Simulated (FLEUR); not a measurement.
# Magnetic state of Cr from several starts, part 2 of 2

A self-consistent run ends on one state, which hangs on the start. Several orders of Cr are started in FLEUR and their energies compared.

FLEUR MaX-R8.1; LDA (VWN); all-electron FLAPW, Dirac cores, scalar-relativistic bands.

So far. Step 6 (Order 5, typed as no spin polarisation): It ends in the same state without moments as the first start; the 6.8e-6 meV a seeded atom between them is numerical noise. Step 7 (An attempt with other settings): The schema is strict about names and their case: Kmax.

**8. The states side by side (continued)**

Orders:

```csv
start,final state,typed order kept,energy over the lowest (meV a seeded atom),largest sphere moment (μB),net moment (μB a primitive cell),mesh matched,CPU time (s)
ferro ++,non-magnetic,no,23.68,0,0,yes,26.08
antiferro +-,antiferromagnetic,yes,0,1.317,0,yes,26.34
"antiferro q=(1/2,1/2,1/2) +-+-",non-magnetic,no,23.68,0,0,yes,132.2
"antiferro q=(0,0,1/2) +-+-",non-magnetic,no,23.68,0,0,yes,102
no spin polarisation,non-magnetic,-,23.68,0,0,yes,11.68
```

**9. Spin–orbit coupling, moments along [001]**

Spin–orbit coupling ties the spins to the lattice and lets orbital moments form.

A new self-consistent run of the start antiferro +-, with the moments along z.

File inp.xml:

```
<?xml version="1.0" encoding="UTF-8" standalone="no"?>
<fleurInput fleurInputVersion="0.39">
   <comment>
      Cr
   </comment>
   <calculationSetup>
      <cutoffs Kmax="3.6" Gmax="10.8" GmaxXC="10.8" numbands="68"/>
      <scfLoop itmax="90" minDistance="0.00002" maxIterBroyd="15" imix="Anderson" alpha="0.05" precondParam="0.0" spinf="2.0" sdNocoIR="T"/>
      <coreElectrons ctail="T" frcor="F" kcrel="0" coretail_lmax="0"/>
      <xcFunctional name="vwn" relativisticCorrections="F"/>
      <magnetism jspins="2"/>
      <soc l_soc="T" theta="0.0" phi="0.0" spav="F"/>
      <expertModes spex="0" secvar="F"/>
      <geometryOptimization l_f="F" forcealpha="1.0" forcemix="BFGS" epsdisp="0.00001" epsforce="0.00001"/>
      <ldaU l_linMix="F" mixParam="0.05" spinf="1.0"/>
   </calculationSetup>
   <cell>
      <bzIntegration valenceElectrons="28.0" mode="hist" fermiSmearingEnergy="0.00183747">
         <kPointListSelection listName="default-1"/>
         <xi:include xmlns:xi="http://www.w3.org/2001/XInclude" href="kpts.xml"> </xi:include>
      </bzIntegration>
      <xi:include xmlns:xi="http://www.w3.org/2001/XInclude" href="sym.xml"> </xi:include>
      <bulkLattice scale="1.0">
         <bravaisMatrix>
            <row-1>    5.6104066726405621     0.0000000000000000     0.0000000000000000</row-1>
            <row-2>    0.0000000000000000     5.6104066726405621     0.0000000000000000</row-2>
            <row-3>    0.0000000000000000     0.0000000000000000     5.6104066726405621</row-3>
         </bravaisMatrix>
      </bulkLattice>
   </cell>
   <atomSpecies>
      <species name="Chromium (2.500" element="Cr" atomicNumber="24">
         <mtSphere radius="2.37" gridPoints="783" logIncrement="0.015"/>
         <atomicCutoffs lmax="8" lnonsphr="6"/>
         <electronConfig flipSpins="F">
            <coreConfig>(1s1/2) (2s1/2) (2p1/2) (2p3/2)</coreConfig>
            <valenceConfig>(3s1/2) (3p1/2) (3p3/2) (4s1/2) (3d3/2) (3d5/2)</valenceConfig>
            <stateOccupation state="(4s1/2)" spinUp="0.5" spinDown="0.5"/>
            <stateOccupation state="(3d3/2)" spinUp="1.0" spinDown="1.0"/>
            <stateOccupation state="(3d5/2)" spinUp="2.75" spinDown="0.25"/>
         </electronConfig>
         <energyParameters s="4" p="4" d="3" f="4"/>
         <lo type="SCLO" l="0" n="3" eDeriv="0"/>
         <lo type="SCLO" l="1" n="3" eDeriv="0"/>
      </species>
      <species name="Chromium (-2.500" element="Cr" atomicNumber="24">
         <mtSphere radius="2.37" gridPoints="783" logIncrement="0.015"/>
         <atomicCutoffs lmax="8" lnonsphr="6"/>
         <electronConfig flipSpins="F">
            <coreConfig>(1s1/2) (2s1/2) (2p1/2) (2p3/2)</coreConfig>
            <valenceConfig>(3s1/2) (3p1/2) (3p3/2) (4s1/2) (3d3/2) (3d5/2)</valenceConfig>
            <stateOccupation state="(4s1/2)" spinUp="0.5" spinDown="0.5"/>
            <stateOccupation state="(3d3/2)" spinUp="1.0" spinDown="1.0"/>
            <stateOccupation state="(3d5/2)" spinUp="0.25" spinDown="2.75"/>
         </electronConfig>
         <energyParameters s="4" p="4" d="3" f="4"/>
         <lo type="SCLO" l="0" n="3" eDeriv="0"/>
         <lo type="SCLO" l="1" n="3" eDeriv="0"/>
      </species>
   </atomSpecies>
   <atomGroups>
      <atomGroup species="Chromium (2.500">
         <relPos label="                   1">.0000000000 .0000000000 .0000000000</relPos>
         <force calculate="T" relaxXYZ="TTT"/>
      </atomGroup>
      <atomGroup species="Chromium (-2.500">
         <relPos label="                   2">1.000/2.000 1.000/2.000 1.000/2.000</relPos>
         <force calculate="T" relaxXYZ="TTT"/>
      </atomGroup>
   </atomGroups>
   <output dos="F" band="F" slice="F">
      <bandDOS minEnergy="-.5*Htr" maxEnergy="0.5*Htr" sigma="0.015" storeEVData="T"/>
      <plotting iplot="0" polar="F">
         <plot TwoD="T" vec1="  1.0  0.0  0.0" vec2="  0.0  1.0  0.0" vec3="  0.0  0.0  1.0" zero="  0.0  0.0  0.0" file="plot"/>
      </plotting>
      <moessbauerParams electricFieldGradient="F" isomerShift="F" coreHyperfine="F" valenceHyperfine="F"/>
   </output>
</fleurInput>
```

File crystal.txt:

```
Cr
&input film=F cartesian=F /
2.96889935510  0.00000000000  0.00000000000
0.00000000000  2.96889935510  0.00000000000
0.00000000000  0.00000000000  2.96889935510
1.8897261246
1.0 1.0 1.0

2
24 0.00000000000  0.00000000000  0.00000000000 : 2.500
24 0.50000000000  0.50000000000  0.50000000000 : -2.500

&soc 0.0000000 0.0000000 /
&kpt div1=10 div2=10 div3=10 gamma=T /
```

Started as:

```bash
OMP_NUM_THREADS=1 inpgen -f crystal.txt > inpgen.log  # inp.xml is then edited as shown
OMP_NUM_THREADS=1 mpirun -n 4 fleur_MPI > fleur.log
```

It took 56 s on 4 MPI ranks of Intel Xeon 6975P-C (Granite Rapids), shared host; peak memory 0.35 GiB.

This step gave:

* free energy: -57083.1513 eV
* program's band gap on this mesh (in a metal only a level spacing): 0.01987 eV
* magnetization: 0 μB
* final state: antiferromagnetic
* largest moment: 1.313 μB
* orbital moment along the spin: -0.00941 μB

Orbital moment in the sphere, along the spin axis by atom:

```
atom  orbital moment in the sphere, along the spin axis (μB)
 Cr1                                                 -0.0094
 Cr2                                                  0.0094
```

**10. Outcome**

```
lowest state found                                                          : antiferromagnetic (typed antiferro +-)
largest site spin moment                                                    : 1.32 μB
next finished state                                                         : non-magnetic, 23.7 meV a seeded atom higher
energy gained by spin polarisation                                          : 23.7 meV a seeded atom
orbital moment on the atom of largest spin, along its spin (spin–orbit run) : -0.00941 μB
```

What this shows: The lowest state found is antiferromagnetic, reached from the start antiferro +-, with moments up to 1.32 μB. Spin polarisation gains little, as in a weak itinerant magnet. 3 starts left the typed pattern (a sign turned, or a seeded moment died or shrank under 0.15 μB), so such an energy belongs to the state reached, not the one typed. On the atom of largest spin the orbital moment is almost quenched. Only 5 starts were tried; other patterns of signs, canted and longer-period orders were not.

[Logs and program files are shortened in this print: banners, set-up blocks, solver, clock and traceback lines can be left out without a mark of their own.]

[Logs are printed without paths, hosts, clocks, repeated set-up lines and the standing remarks that a program may print on its own settings, such as how far it seeks lower states.]

[Hosts, paths, dates, database ids (printed as entryN), source tags and the programs' standing remarks are cut or masked in the printed files.]

[Where a cell is said to come from a database of computed structures, the database is the Materials Project.]
